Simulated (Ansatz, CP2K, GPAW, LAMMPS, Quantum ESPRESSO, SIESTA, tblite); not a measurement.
**tblite on glassy 77SiO2-6B2O3-8CaO-8MgO (mol %) (142 atoms): settings against a plane-wave reference**

How near does tblite come to plane waves for glassy 77SiO2-6B2O3-8CaO-8MgO (mol %) (142 atoms)?

Method: the method is named at each step, in tblite 0.8.0.

## 1. The structure

The cell holds 142 atoms: 37 Si, 6 B, 4 Ca, 4 Mg and 91 O. Cell: a = 12.161 Å, b = 12.161 Å, c = 12.161 Å, α = 90.0°, β = 90.0°, γ = 90.0°. 142 atoms (37 Si, 6 B, 4 Ca, 4 Mg, 91 O) placed at random at 2.31 g/cm³, melted at 3000 K for 20 ps at fixed volume with the Buckingham and Coulomb pair potential of Guillot and Sator (Geochim. Cosmochim. Acta 71, 1249 (2007)) with the boron terms of Wang et al. (J. Non-Cryst. Solids 498, 294 (2018)). Quenched from 3000 K to 300 K at 300 K/ps and fixed volume, held 10 ps at zero pressure.

The yardstick, on the same geometry:

| Property | Result |
| --- | --- |
| method | Kohn-Sham DFT, PBE, SSSP efficiency 1.3.0 pseudopotentials, plane waves (Quantum ESPRESSO 7.5); sssp-pbe-1.3.0-efficiency, cutoffs 60/480 Ry, Γ point |
| r.m.s. force component | 1.174 eV/Å |
| longest force | 5.92 eV/Å |
| pressure | 1.426 GPa |
| gap (highest filled to lowest empty level) | 2.079 eV |
| time | 7.4 min on 4 MPI ranks of Arm Neoverse V1, shared host |
| CPU time | 30 min |

## 2. GFN1-xTB

Method: GFN1-xTB tight binding, diagonalisation.

Input file run.py:

```python
import numpy as np
from ase.io import read
from tblite.ase import TBLite

atoms = read("structure.xyz")
atoms.calc = TBLite(method="GFN1-xTB", electronic_temperature=580, accuracy=1.0, max_iterations=250, mixer_damping=0.4, verbosity=1)
energy = atoms.get_potential_energy()
forces = atoms.get_forces()
print(f"energy {energy:.6f} eV")
print("forces (eV/A)")
for i, (a, f) in enumerate(zip(atoms, forces)):
    print(f"{i:4d} {a.symbol:2s} {f[0]:10.5f} {f[1]:10.5f} {f[2]:10.5f}")
stress = -atoms.get_stress(voigt=False) * 160.21766
print("stress (GPa, compression positive)")
for row in stress:
    print(" ".join(f"{x:10.4f}" for x in row))
print("charges (e)")
print(np.array2string(atoms.get_charges(), precision=4, suppress_small=True, max_line_width=110, threshold=100000))
```

Input file structure.xyz:

```xyz
142
Lattice="12.16067 0.00000 0.00000 0.00000 12.16067 0.00000 0.00000 0.00000 12.16067" Properties=species:S:1:pos:R:3 pbc="T T T"
Si 3.56709 6.32172 7.15753
Si 9.10931 10.35736 11.49828
Si 0.19773 3.17892 10.50268
Si 11.43760 8.91985 9.79019
Si 8.23654 4.86828 8.51235
Si 7.05744 10.78615 5.07842
Si 5.40335 10.55254 2.45670
Si 8.19945 8.23071 6.25010
Si 3.61877 2.21130 7.29956
Si 9.04584 5.70214 11.11424
Si 8.26099 1.23844 3.97593
Si 2.37826 3.35282 2.41584
Si 11.86127 11.30237 8.00245
Si 2.61710 6.43470 10.21277
Si 11.24923 2.07327 8.13634
Si 3.25043 11.60809 8.28470
Si 4.84773 4.89285 2.43566
Si 4.59017 8.39828 10.62867
Si 1.85073 11.31283 11.10512
Si 6.26469 7.20787 8.24323
Si 8.17039 3.86721 5.70396
Si 2.83854 2.17092 11.54181
Si 1.42231 10.08265 1.57687
Si 7.02242 6.16011 4.14302
Si 10.95713 0.53093 2.64118
Si 11.15741 0.39291 11.62864
Si 12.08418 6.63000 11.46703
Si 11.98057 4.63358 1.29134
Si 2.39310 8.16820 5.22787
Si 6.04434 11.03715 11.60809
Si 10.54561 6.85996 7.44683
Si 1.73326 0.55209 3.50154
Si 0.19506 5.88382 4.99037
Si 3.51091 8.05328 2.52334
Si 5.96359 1.95276 11.11899
Si 10.47520 9.85294 2.23039
Si 6.81107 2.64045 2.08142
B 1.78531 10.95020 5.85512
B 4.42806 6.24292 0.32639
B 2.12654 4.09778 5.79006
B 5.63927 0.17110 7.07009
B 8.43428 7.40013 1.93367
B 9.07891 4.30840 1.50561
Ca 9.13108 0.89977 6.80462
Ca 10.68388 10.01772 5.30424
Ca 11.15924 3.04965 4.28007
Ca 5.03719 4.54469 10.04021
Mg 4.09766 11.88681 5.21450
Mg 11.42495 7.33629 2.28694
Mg 7.74513 2.11365 8.51490
Mg 6.95189 8.36216 11.86298
O 11.01404 7.74246 8.72492
O 0.14824 1.03962 3.40766
O 4.45774 3.26380 8.12235
O 10.66211 11.18636 3.11398
O 9.69120 1.40662 3.20336
[... 82 atom lines left out ...]
O 5.85111 11.30882 1.08364
O 4.44509 11.53038 3.32023
O 11.57161 1.82556 10.92247
O 2.21300 10.20645 0.09972
```

On the command line:

```console
OMP_NUM_THREADS=1 python run.py > output.txt
```

The program printed:

```text
------------------------------------------------------------
  cycle        total energy    energy error   density error
------------------------------------------------------------
      1     -477.6829212930  -4.7991098E+02   1.0629713E+00
      2     -490.8660561496  -1.3183135E+01   8.9753183E-01
      3     -508.3617850675  -1.7495729E+01   5.0236768E-01
      4     -518.3301286677  -9.9683436E+00   1.0765406E-01
      5     -518.3219299008   8.1987669E-03   6.2671750E-02
      6     -518.5483872908  -2.2645739E-01   3.0886941E-02
      7     -518.5943863668  -4.5999076E-02   1.6029021E-02
      8     -518.5994765578  -5.0901910E-03   6.6542927E-03
      9     -518.6018348668  -2.3583091E-03   2.5975755E-03
     10     -518.6020196405  -1.8477370E-04   9.0160137E-04
     11     -518.6020382472  -1.8606721E-05   3.7705276E-04
     12     -518.6020455764  -7.3291452E-06   1.4507597E-04
     13     -518.6020460214  -4.4504509E-07   6.6578590E-05
     14     -518.6020462405  -2.1907078E-07   1.8980473E-05
------------------------------------------------------------
 total:                                  10.478 sec
energy -14111.880473 eV
forces (eV/A)
   0 Si   -0.00361    0.76516   -1.63444
   1 Si    1.81760    1.62514    1.64085
   2 Si    0.69443   -0.19107   -0.29681
   3 Si   -0.55279   -0.55604    1.41564
   4 Si    1.02754   -0.34582    0.51394
   5 Si   -0.45542    0.18501   -0.73560
   6 Si   -1.58825    1.45106    2.12147
   7 Si    0.21194   -0.02065    0.41609
   8 Si    0.63349   -0.91541    0.07901
   9 Si   -2.50355    2.82427    1.22072
  10 Si   -0.08336   -0.69931    0.70512
  11 Si   -0.69972   -1.39501   -1.42013
  12 Si   -0.99080   -0.02040   -2.87768
  13 Si    1.35213   -0.80986    0.14619
  14 Si   -1.00008    0.54809   -0.14162
  15 Si    1.43847    0.97618   -0.88231
  16 Si   -0.09056    0.50426    0.05181
  17 Si   -0.07861   -0.03093    3.69720
  18 Si   -0.09583   -0.27131    0.13712
  19 Si   -1.40135   -1.61936   -0.55875
  20 Si    2.70814    1.00228   -0.05175
  21 Si   -0.39778   -0.74059    0.74090
  22 Si    0.42325    0.01734   -0.27863
  23 Si    0.62460   -0.34608   -2.56957
[...]
134 O     0.29397   -0.01633   -0.42605
 135 O    -0.60202    1.41449   -0.27484
 136 O     0.49973    0.94075   -1.27170
 137 O     0.15957   -0.23273   -0.54001
 138 O     0.51139   -1.03498   -1.17040
 139 O     0.27675   -0.13722   -0.25061
 140 O    -1.17959   -1.70497    0.88701
 141 O    -1.17098    0.29652    0.10753
stress (GPa, compression positive)
    5.8693    -0.6314     0.6284
   -0.6314     7.3186    -0.8541
    0.6284    -0.8541     3.0827
charges (e)
[ 0.4627  0.4754  0.4784  0.4856  0.4852  0.4567  0.4248  0.4894  0.391   0.4072  0.4773  0.4625  0.4435
  0.4788  0.4344  0.4162  0.4743  0.4661  0.4711  0.4787  0.4351  0.4504  0.4543  0.4702  0.4677  0.4593
  0.4966  0.4934  0.4296  0.4703  0.4645  0.4642  0.4412  0.4473  0.4411  0.4372  0.4602  0.681   0.6979
  0.6809  0.6833  0.6454  0.687   0.3858  0.4639  0.4292  0.4831  0.7642  0.7418  0.75    0.7489 -0.2207
 -0.2377 -0.3339 -0.226  -0.2243 -0.3745 -0.2517 -0.3858 -0.2216 -0.2369 -0.3432 -0.2118 -0.2258 -0.409
 -0.2722 -0.2352 -0.331  -0.3957 -0.2278 -0.2324 -0.3175 -0.2992 -0.2641 -0.2462 -0.2571 -0.2933 -0.3341
 -0.2409 -0.4051 -0.2629 -0.2338 -0.247  -0.2325 -0.3492 -0.2089 -0.2084 -0.2252 -0.2558 -0.199  -0.2356
 -0.3535 -0.2323 -0.3502 -0.4671 -0.5056 -0.2116 -0.541  -0.2599 -0.4034 -0.3675 -0.5635 -0.3269 -0.349
 -0.2504 -0.2211 -0.2341 -0.2057 -0.2357 -0.2214 -0.2034 -0.3139 -0.2776 -0.2505 -0.2228 -0.2339 -0.21
 -0.3236 -0.2442 -0.2758 -0.3153 -0.227  -0.4088 -0.2199 -0.2358 -0.2224 -0.213  -0.2811 -0.269  -0.2362
 -0.2474 -0.2398 -0.247  -0.243  -0.217  -0.2944 -0.3738 -0.3481 -0.2307 -0.4661 -0.2344 -0.2456]
```

The job ended after 11 s (1 thread of Arm Neoverse V1, shared host; peak memory 0.17 GiB).

Banners, paths, timers and routine set-up lines are dropped from the logs unmarked, and long logs keep their key lines alone; longer cuts are marked.

Against the reference:

- r.m.s. force component: 0.9528 eV/Å
- r.m.s. difference of force components: 638.8 meV/Å
- longest difference of force vectors: 3286 meV/Å
- force difference over r.m.s. force: 54.43 %
- slope of forces against the reference's: 0.6815
- correlation of force components: 0.8394
- pressure: 5.423 GPa
- pressure difference: 3.998 GPa

Length of the force difference by element (eV/Å):

```csv
element,atoms,mean,most
B,6,1.1,1.4
Ca,4,0.77,1.2
Mg,4,1.2,2.0
O,91,0.72,1.5
Si,37,1.5,3.3
```

Local excerpt of 14 atoms (numbers count through the whole input) about Si10, which bears the longest force; x, y, z are measured from there.

| atom | x | y | z | distance (Å) | bonds | Mulliken charge (e) | Fx | Fy | Fz (eV/Å) |
| --- | --- | --- | --- | --- | --- | --- | --- | --- | --- |
| Si10 | 0.00 | 0.00 | 0.00 | 0.00 | 4 | 0.41 | -2.50 | 2.82 | 1.22 |
| O107 | 1.55 | 0.41 | -0.01 | 1.60 | 2 | -0.23 | 2.55 | 0.49 | -0.03 |
| O105 | -0.11 | -1.12 | -1.16 | 1.62 | 2 | -0.25 | -1.29 | -1.20 | -0.96 |
| O118 | -0.37 | -0.75 | 1.39 | 1.62 | 2 | -0.32 | 0.02 | -0.72 | 1.17 |
| O95 | -0.90 | 1.32 | -0.27 | 1.62 | 2 | -0.47 | 0.28 | -1.28 | 0.65 |
| Si5 | -0.81 | -0.83 | -2.60 | 2.85 | 4 | 0.49 | 1.03 | -0.35 | 0.51 |
| B43 | 0.03 | -1.39 | 2.55 | 2.91 | 3 | 0.69 | -1.05 | -0.52 | -1.45 |
| O98 | 0.63 | 1.76 | 2.30 | 2.96 | 2 | -0.54 | 0.05 | -0.20 | 1.49 |
| Si27 | 3.04 | 0.93 | 0.35 | 3.20 | 4 | 0.50 | -1.22 | -0.05 | -0.35 |
| O126 | 0.32 | 0.13 | -3.23 | 3.25 | 2 | -0.22 | 1.43 | 0.98 | -0.68 |
| O97 | -2.19 | 0.00 | -2.44 | 3.28 | 3 | -0.21 | -1.19 | 0.74 | 0.69 |
| O77 | 1.40 | -1.59 | 2.65 | 3.39 | 2 | -0.29 | 0.61 | 0.73 | 1.30 |
| Mg51 | -2.09 | 2.66 | 0.75 | 3.47 | 4 | 0.75 | 1.15 | -1.22 | 1.12 |
| B42 | -0.61 | 1.70 | 2.98 | 3.48 | 3 | 0.65 | -0.09 | 1.47 | -2.15 |

Atoms are counted from 1 here, from 0 in the log.

Forces lie 54 % from the reference's, at 0.0062 times its CPU time (on 1 against 4 cores).

## 3. Results

```json
{
  "force difference from the reference": "tblite GFN1-xTB, 54 %",
  "its CPU time": "11 s"
}
```

In words: Tight binding differs by 54 % (tblite GFN1-xTB); it is another model, with fitted parameters of its own, and the xTB methods hold dispersion. One electronic-structure run takes under half the reference's CPU time: tblite GFN1-xTB, at 54 % in 11 s against 30 min; its pressure misses by +4.0 GPa. Periodic xTB results under one method name differ between programs and library versions. The reference's pressure holds the uncorrected Pulay stress of its 60 Ry basis, so small pressure differences, and their order, may be the reference's own error. The quench rate of 300 K/ps is many orders above laboratory rates, so the cell is likely richer in defects and strain than a real sample. The network of bonds at the start is that of the classical potential that made the cell, and needn't be the one that DFT or experiment would give. The reference's stress is far from hydrostatic: its diagonal is 1.8, 3.3, -0.8 GPa, compression counted positive. The electronic-structure runs sample only Γ, in a cell whose shortest periodic width is 12 Å.

[Also dropped from logs without a mark: logging warnings of Python, and SIESTA's first energy breakdown and zero terms.]

[Logs are printed without paths, hosts, clocks, repeated set-up lines and the standing remarks that a program may print on its own settings, such as how far it seeks lower states.]

[Hosts, paths, dates, database ids (printed as entryN), source tags and the programs' standing remarks are cut or masked in the printed files.]
